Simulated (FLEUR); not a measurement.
**Collinear magnetic orders of MnGaAs2 (GaAs8x111 Mn2 nn) with FLEUR**

Symmetry: P-4m2, No. 115, tetragonal system. Conventional cell: a = 3.997 Å, b = 3.997 Å, c = 5.653 Å, α = 90.00°, β = 90.00°, γ = 90.00°. Nearest to Mn lie 4 As at 2.45 Å. Nearest to As lie 2 Mn at 2.45 Å and 2 Ga at 2.45 Å. Nearest to Ga lie 4 As at 2.45 Å. substitutional dopants on the host's measured lattice, atoms not relaxed. Farther neighbours are not listed.

```xyz
8
Lattice="5.6530 0.0000 0.0000 0.0000 5.6530 0.0000 0.0000 0.0000 5.6530" Properties=species:S:1:pos:R:3 pbc="T T T"
Mn    0.0000    0.0000    0.0000
As    1.4132    1.4132    1.4132
Mn    0.0000    2.8265    2.8265
As    1.4132    4.2397    4.2397
Ga    2.8265    0.0000    2.8265
As    4.2397    1.4132    4.2397
Ga    2.8265    2.8265    0.0000
As    4.2397    4.2397    1.4132
```

| Quantity | Value |
| --- | --- |
| method | PBE; all-electron FLAPW, Dirac cores, scalar-relativistic bands |
| program | FLEUR MaX-R8.1 |
| settings of one run | kmax 3.63 1/bohr, gmax 10.9 1/bohr, muffin tin radii Mn: 2.26, As: 2.26, Ga: 2.26 bohr, lmax Mn: [8, 6], As: [8, 6], Ga: [8, 6], hist occupations, smearing width 0.05 eV, mixer Anderson, mixing 0.05, max iterations 90, stop 2.00e-5 me/bohr³, collinear spin, 5×5×5 k-mesh, mesh matched on, radial mesh refined on, starting moments 4.5 0 4.5 0 0 0 0 0 μB |
| cost | 2 runs, 12 min in all on 4 MPI ranks of Arm Neoverse V2, shared host (the runs of this entry) |
| notes | The structure was built from a prototype and need not be the compound’s stable phase. The run is spin-polarised, with a total moment of 7.99 μB a cell. This is the lowest of 2 finished starts, no proof of the ground state. |
| lowest state found | ferromagnetic (initial ferro ++) |
| largest site spin moment | 3.73 μB |
| next finished state | antiferromagnetic, 228 meV a seeded atom higher |

The lowest state found is ferromagnetic, reached from the start ferro ++, with moments up to 3.73 μB. The next finished state costs 228 meV a seeded atom.

[Logs and program files are shortened in this print: banners, set-up blocks, solver, clock and traceback lines can be left out without a mark of their own.]

[Logs are printed without paths, hosts, clocks, repeated set-up lines and the standing remarks that a program may print on its own settings, such as how far it seeks lower states.]

[Hosts, paths, dates, database ids (printed as entryN), source tags and the programs' standing remarks are cut or masked in the printed files.]

[Where a cell is said to come from a database of computed structures, the database is the Materials Project.]
